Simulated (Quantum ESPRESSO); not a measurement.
# Ta (Im-3m): coupling and resistivity with EPW, part 4 of 5

How strongly do phonons scatter the electrons of Ta (Im-3m), and how dense must the meshes be?

Quantum ESPRESSO 7.5; DFT PBE, scalar-relativistic, plane waves, PseudoDojo 0.4.1 norm-conserving pseudopotentials.

So far, coupling constant λ: step 8 (coupling and Tc: fine k 20×20×20, q 10×10×10, width 0.15 …) 1.16. Also resistivity at 300 K (μΩ cm): step 9 (resistivity: fine k 24×24×24, q 12×12×12, adaptive width …) 14.7.

## Step 10: Coupling and Tc, input with a fault, fine q mesh 14×14×14, fine mesh 14×14×14

A variant of the settings follows.

The input, bad.in:

```
--
 &inputepw
    prefix='x',
    outdir='./tmp',
    dvscf_dir='./save',
    elph=.true.,
    etf_mem=1,
    nbndsub=9,
    bands_skipped='exclude_bands = 1-4',
    use_ws=.true.,
    vme='wannier',
    asr_typ='crystal',
    nk1=8,
    nk2=8,
    nk3=8,
    nq1=4,
    nq2=4,
    nq3=4,
    amass(1)=180.9479,
    epwwrite=.false.,
    epwread=.true.,
    wannierize=.false.,
    nkf1=14,
    nkf2=14,
    nkf3=14,
    nqf1=14,
    nqf2=14,
    nqf3=14,
    mp_mesh_k=.true.,
    ephwrite=.true.,
    eliashberg=.true.,
    liso=.true.,
    limag=.true.,
    tc_linear=.true.,
    tc_linear_solver='lapack',
    fsthick=0.4,
    degaussw=0.6,
    degaussq=0.5,
    nqstep=500,
    muc=0.13,
    wscut=0.3,
    nsiter=500,
    nstemp=7,
    temps=0.5 1.0 2.0 4.0 8.0 16.0 32.0,
 /
```

On the command line:

```console
OMP_NUM_THREADS=1 mpirun -n 8 epw.x -nk 8 -in bad.in > bad.out
```

Output:

```text
[banner, memory and clock lines left out]
``:oss/
                           `.+s+.     .+ys--yh+     `./ss+.
                          -sh//yy+`   +yy   +yy    -+h+-oyy
                          -yh- .oyy/.-sh.   .syo-.:sy-  /yh
                 `.-.`    `yh+   -oyyyo.     `/syys:    oys      `.`
               `/+ssys+-` `sh+      `                   oys`   .:osyo`
               -yh- ./syyooyo`                          .sys+/oyo--yh/
               `yy+    .-:-.                             `-/+/:`  -sh-
                /yh.                                              oys
          ``..---hho---------`   .---------..`      `.-----.`    -hd+---.
       `./osmNMMMMMMMMMMMMMMMs. +NNMMMMMMMMNNmh+.   yNMMMMMNm-  oNMMMMMNmo++:`
       +sy--/sdMMMhyyyyyyyNMMh- .oyNMMmyyyyyhNMMm+` -yMMMdyyo:` .oyyNMMNhs+syy`
       -yy/   /MMM+.`-+/``mMMy-   `mMMh:`````.dMMN:` `MMMy-`-dhhy```mMMy:``+hs
        -yy+` /MMMo:-mMM+`-oo/.    mMMh:     `dMMN/`  dMMm:`dMMMMy..MMMo-.+yo`
         .sys`/MMMMNNMMMs-         mMMmyooooymMMNo:   oMMM/sMMMMMM++MMN//oh:
          `sh+/MMMhyyMMMs- `-`     mMMMMMMMMMNmy+-`   -MMMhMMMsmMMmdMMd/yy+
    `-/+++oyy-/MMM+.`/hh/.`mNm:`   mMMd+/////:-.`      NMMMMMd/:NMMMMMy:/yyo/:.`
   +os+//:-..-oMMMo:--:::-/MMMo. .-mMMd+---`           hMMMMN+. oMMMMMo. `-+osyso:`
   syo     `mNMMMMMNNNNNNNNMMMo.oNNMMMMMNNNN:`         +MMMMs:`  dMMMN/`     ``:syo
   /yh`     :syyyyyyyyyyyyyyyy+.`+syyyyyyyyo:`         .oyys:`   .oyys:`        +yh
   -yh-        ````````````````    `````````              ``        ``          oys
   -+h/------------------------::::::::://////++++++++++++++++++++++///////::::/yd:
   shdddddddddddddddddddddddddddddhhhhhhhhyyyyyssssssssssssssssyyyyyyyhhhhhhhddddh`
 Lee, H., Poncé, S., Bushick, K., Hajinazar, S., Lafuente-Bartolome, J.,Leveillee, J.,
    Lian, C., Lihm, J., Macheda, F., Mori, H., Paudyal, H., Sio, W., Tiwari, S.,
 Zacharias, M., Zhang, X., Bonini, N., Kioupakis, E., Margine, E.R., and Giustino F.,
                                                     npj Comput Mater 9, 156 (2023)
     Program EPW v.6.0
 %%%%%%%%%%%%%%%%%%%%%%%%%%%%%%%%%%%%%%%%%%%%%%%%%%%%%%%%%%%%%%%%%%%%%%%%%%%%%%
     Error in routine readin (1):
      degaussw too close to fsthick
 %%%%%%%%%%%%%%%%%%%%%%%%%%%%%%%%%%%%%%%%%%%%%%%%%%%%%%%%%%%%%%%%%%%%%%%%%%%%%%
     stopping ...
MPI_ABORT was invoked on rank 0 in communicator MPI_COMM_WORLD
  Proc: [[35112,1],0]
  Errorcode: 1
You may or may not see output from other processes, depending on
exactly when Open MPI kills them.
prterun has exited due to process rank 0 with PID 0 on node (host) calling
"abort". This may have caused other processes in the application to be
terminated by signals sent by prterun (as reported here).
```

Run time: 0.62 s. Hardware: 8 MPI ranks of Arm Neoverse N1, shared host.

The input was rejected at the start.

The program's message: “Error in routine readin (1): degaussw too close to fsthick”

The fault put into the input: a delta width larger than the window.

## Step 11: Resistivity: fine k 32×32×32, q 16×16×16, adaptive width, window 0.32 eV

At these temperatures only states within a few k_B T of the Fermi level carry current, so the mesh must be dense; it is refined.

The input, bte-2.in:

```
--
 &inputepw
    prefix='x',
    outdir='./tmp',
    dvscf_dir='./save',
    elph=.true.,
    etf_mem=1,
    nbndsub=9,
    bands_skipped='exclude_bands = 1-4',
    use_ws=.true.,
    vme='wannier',
    asr_typ='crystal',
    nk1=8,
    nk2=8,
    nk3=8,
    nq1=4,
    nq2=4,
    nq3=4,
    amass(1)=180.9479,
    epwwrite=.false.,
    epwread=.true.,
    wannierize=.false.,
    nkf1=32,
    nkf2=32,
    nkf3=32,
    nqf1=16,
    nqf2=16,
    nqf3=16,
    mp_mesh_k=.true.,
    scattering=.true.,
    iterative_bte=.true.,
    epmatkqread=.false.,
    assume_metal=.true.,
    int_mob=.false.,
    carrier=.false.,
    ngaussw=-99,
    mob_maxiter=200,
    broyden_beta=0.7,
    fsthick=0.32,
    degaussw=0.0,
    nstemp=6,
    temps=150 200 273 300 400 500,
    restart=.false.,
    selecqread=.false.,
 /
```

On the command line:

```console
OMP_NUM_THREADS=1 mpirun -n 8 epw.x -nk 8 -in bte-2.in > bte-2.out
```

Output:

```text
[the first part of the log is left out]
     =============================================================================================
     Start solving iterative Boltzmann Transport Equation
     =============================================================================================
     Iteration number:         1
     =============================================================================================
       Temp     Fermi        DOS        Population SR                 Conductivity
        [K]      [eV]    [states/Ry] [carriers per cell]               [Ohm.cm]^-1
     =============================================================================================
      150.000  18.1710   0.34793E+01   0.21944E-15    0.130470E+06    0.107841E-11   -0.145067E-12
                                      -0.13305E-14    0.705331E-12    0.130470E+06    0.540500E-12
                                       0.46751E-15    0.507696E-12    0.342136E-12    0.130470E+06
      200.000  18.1719   0.35619E+01   0.13357E-14    0.952148E+05    0.539285E-12    0.327475E-12
                                      -0.18874E-14    0.207679E-12    0.952148E+05   -0.191884E-12
                                      -0.45762E-14    0.238782E-12    0.555161E-12    0.952148E+05
      273.000  18.1733   0.78976E+01   0.72251E-15    0.681389E+05    0.290459E-12   -0.931478E-13
                                       0.22161E-15    0.518549E-12    0.681389E+05   -0.960637E-13
                                      -0.91637E-15    0.210109E-12   -0.158270E-12    0.681389E+05
      300.000  18.1738   0.10498E+02  -0.11276E-15    0.616301E+05    0.539042E-12    0.127207E-12
                                       0.27842E-15    0.248745E-12    0.616301E+05    0.206140E-13
                                       0.71124E-16    0.225418E-12    0.166046E-12    0.616301E+05
      400.000  18.1759   0.13893E+02   0.11102E-14    0.455945E+05    0.134943E-12    0.129759E-12
                                       0.77672E-15    0.114045E-12    0.455945E+05    0.984126E-13
                                       0.12225E-14    0.134862E-12    0.285032E-12    0.455945E+05
      500.000  18.1781   0.13700E+02   0.33307E-15    0.363668E+05    0.176576E-12    0.508668E-13
                                       0.77629E-15    0.181598E-12    0.363668E+05    0.229224E-12
                                       0.21424E-15    0.105297E-13    0.439009E-13    0.363668E+05
                                                      0.130470E+06    Max error
     [...]
     Iteration number:        23
     =============================================================================================
       Temp     Fermi        DOS        Population SR                 Conductivity
        [K]      [eV]    [states/Ry] [carriers per cell]               [Ohm.cm]^-1
     =============================================================================================
      150.000  18.1710   0.34793E+01  -0.31134E-14    0.131674E+06    0.705007E-12    0.642638E-12
                                       0.21337E-15    0.663374E-12    0.131674E+06   -0.280496E-12
                                       0.45797E-14    0.673904E-12    0.300017E-12    0.131674E+06
      200.000  18.1719   0.35619E+01   0.13331E-14    0.961147E+05    0.125061E-12    0.198283E-12
                                       0.15517E-14    0.249474E-12    0.961147E+05    0.196663E-12
                                       0.61149E-15   -0.102382E-12    0.528431E-12    0.961147E+05
      273.000  18.1733   0.78976E+01   0.88731E-15    0.687903E+05    0.165641E-12    0.801071E-13
                                       0.12217E-14    0.626925E-13    0.687903E+05    0.116556E-12
                                       0.13049E-14    0.176738E-12   -0.809980E-14    0.687903E+05
      300.000  18.1738   0.10498E+02   0.16662E-14    0.622199E+05    0.144906E-12    0.207436E-12
                                       0.49960E-15    0.619635E-13    0.622199E+05   -0.772721E-13
                                      -0.18041E-15   -0.109104E-12    0.420380E-12    0.622199E+05
      400.000  18.1759   0.13893E+02  -0.33307E-15    0.460301E+05    0.290621E-12   -0.969547E-13
                                       0.71948E-15    0.176576E-12    0.460301E+05    0.197149E-12
                                       0.94152E-15    0.873969E-13    0.831040E-13    0.460301E+05
      500.000  18.1781   0.13700E+02   0.00000E+00    0.367131E+05    0.466549E-13    0.388791E-13
                                      -0.55511E-16    0.105297E-13    0.367131E+05    0.542687E-13
                                       0.18041E-15    0.409850E-13    0.209785E-12    0.367131E+05
                                                      0.471104E-06    Max error
```

Run time: 20 min. Hardware: 8 MPI ranks.

This step gave:

```
resistivity at 300 K : 16.07 μΩ cm
```

Resistivity, by row:

```tsv
T (K)	rho_xx (μΩ cm)	rho_yy	rho_zz	relaxation-time approximation, mean of the axes (μΩ cm)
150	7.595	7.595	7.595	8.045
200	10.4	10.4	10.4	11.01
273	14.54	14.54	14.54	15.38
300	16.07	16.07	16.07	17.01
400	21.72	21.72	21.72	22.99
500	27.24	27.24	27.24	28.82
```

ρ(300 K) = 16.1 μΩ cm, against 14.7 before (+9 %); the relaxation-time start gave 17.0. The largest adaptive width printed is 0.45 eV, against a window of 0.32 eV outside which no state is counted.

## Step 12: Coupling and Tc: fine k 32×32×32, q 16×16×16, width 0.1 eV, window 0.41 eV

The sum is repeated with other meshes, delta width and window to test it.

The input, a2f-2.in:

```
--
 &inputepw
    prefix='x',
    outdir='./tmp',
    dvscf_dir='./save',
    elph=.true.,
    etf_mem=1,
    nbndsub=9,
    bands_skipped='exclude_bands = 1-4',
    use_ws=.true.,
    vme='wannier',
    asr_typ='crystal',
    nk1=8,
    nk2=8,
    nk3=8,
    nq1=4,
    nq2=4,
    nq3=4,
    amass(1)=180.9479,
    epwwrite=.false.,
    epwread=.true.,
    wannierize=.false.,
    nkf1=32,
    nkf2=32,
    nkf3=32,
    nqf1=16,
    nqf2=16,
    nqf3=16,
    mp_mesh_k=.true.,
    ephwrite=.true.,
    eliashberg=.true.,
    liso=.true.,
    limag=.true.,
    tc_linear=.true.,
    tc_linear_solver='lapack',
    fsthick=0.41,
    degaussw=0.1,
    degaussq=0.5,
    nqstep=500,
    muc=0.13,
    wscut=0.3,
    nsiter=500,
    nstemp=7,
    temps=0.5 1.0 2.0 4.0 8.0 16.0 32.0,
 /
```

On the command line:

```console
OMP_NUM_THREADS=1 mpirun -n 8 epw.x -nk 8 -in a2f-2.in > a2f-2.out
```

Output:

```text
[the first part of the log is left out]
            Electron smearing (eV) =    0.100000000000000D+00
                 Fermi window (eV) =    0.410000000000000D+00
     Finish writing .ephmat files
     ===================================================================
     Memory usage:  VmHWM =        47Mb
                   VmPeak =       524Mb
     ===================================================================
     Finish writing dos file x.dos
     Finish writing phdos files x.phdos and x.phdos_proj
     ===================================================================
     Solve isotropic Eliashberg equations
     ===================================================================
     Finish reading freq file
                  Fermi level (eV) =     1.8172455144E+01
     DOS(states/spin/eV/Unit Cell) =     6.4919751996E-01
            Electron smearing (eV) =     1.0000000000E-01
                 Fermi window (eV) =     4.1000000000E-01
     Nr irreducible k-points within the Fermi shell =       411 out of       897
           2 bands within the Fermi window
     Finish reading egnv file
     Max nr of q-points =      2060
     Finish reading ikmap files
     Start reading .ephmat files
     Finish reading .ephmat files
     a2f file is not found to estimate initial gap: calculating a2f files
     Finish reading a2f file
     Electron-phonon coupling strength =    1.1056544
     Estimated Tc using McMillan expression =   8.9473 K for muc =   0.1300
     Estimated Tc using Allen-Dynes modified McMillan expression =   9.5238 K
     Estimated Tc using SISSO machine learning model =   9.2028 K
     Estimated w_log =  10.9400 meV
     Estimated BCS superconducting gap using McMillan Tc =   1.3570 meV
     WARNING WARNING WARNING
     The code may crash since tempsmax =   32.000 K is larger than McMillan Tc =     8.947 K
     Start: Solving (isotropic) linearized Eliashberg equation with solver = lapack
     For the first Temp.    0.50  K
       Total number of frequency points nsiw(     1) =   1108
       Cutoff frequency wscut =     0.3001
     Superconducting transition temp. Tc is the one which has Max. eigenvalue close to 1
      -----------------------------------------------------------------
             Temp.       Max.         nsiw     wscut    Nr. of iters
             (K)       eigenvalue    (itemp)   (eV)      to Converge
      -----------------------------------------------------------------
             0.50      3.8748769     1108      0.3001        1
             1.00      3.2158842      554      0.3002        1
             2.00      2.5631493      277      0.3005        1
             4.00      1.9200168      139      0.3021        1
             8.00      1.2924987       69      0.3010        1
            16.00      0.7045228       35      0.3075        1
            32.00      0.2477687       17      0.3032        1
      -----------------------------------------------------------------
     Finish: Solving (isotropic) linearized Eliashberg equation
```

It took 17 min on 8 MPI ranks; 2.2 h of CPU time.

This step gave:

```
coupling constant λ                  : 1.106
log mean phonon energy ħω_log        : 10.94 meV
density of states at the Fermi level : 0.6492 states/eV a spin and cell
```

The a2F by phonon energy; read off at these points:

```tsv
phonon energy (meV)	a2F
0.50	5.1e-4
1.00	0.00336
1.50	0.00707
2.00	0.0102
2.50	0.0148
3.00	0.0261
3.50	0.0358
4.00	0.0503
4.50	0.0582
5.00	0.0814
5.50	0.0889
6.00	0.130
6.50	0.154
7.00	0.160
7.50	0.210
8.00	0.265
8.50	0.262
9.00	0.305
9.50	0.441
10.00	0.637
10.35	0.752
10.50	0.744
11.00	0.570
11.50	0.396
12.00	0.346
12.50	0.353
13.00	0.467
13.50	0.430
14.00	0.391
14.50	0.488
15.00	0.709
15.50	1.01
16.00	1.19
16.50	1.28
17.00	0.948
17.50	0.414
18.00	0.176
18.50	0.112
19.00	0.0922
19.50	0.0579
20.00	0.0139
20.50	9.4e-4
21.00	4.6e-6
```

Tc lies where the eigenvalue is 1; mu* = 0.13. Eigenvalue against temperature:

```tsv
T (K)	largest eigenvalue of the linearised gap equation
0.5	3.875
1	3.216
2	2.563
4	1.92
8	1.292
16	0.7045
32	0.2478
```

λ = 1.11 and ħω_log = 10.9 meV, against 1.16 and 11.2 with fine k 20×20×20, q 10×10×10, width 0.15 eV (-5 % in λ). The eigenvalue passes 1 near 11 K.

[end of part 4 of 5]

[The logs of pw.x and epw.x are selected lines.]

[Logs are printed without paths, hosts, clocks, repeated set-up lines and the standing remarks that a program may print on its own settings, such as how far it seeks lower states.]

[Hosts, paths, dates, database ids (printed as entryN), source tags and the programs' standing remarks are cut or masked in the printed files.]
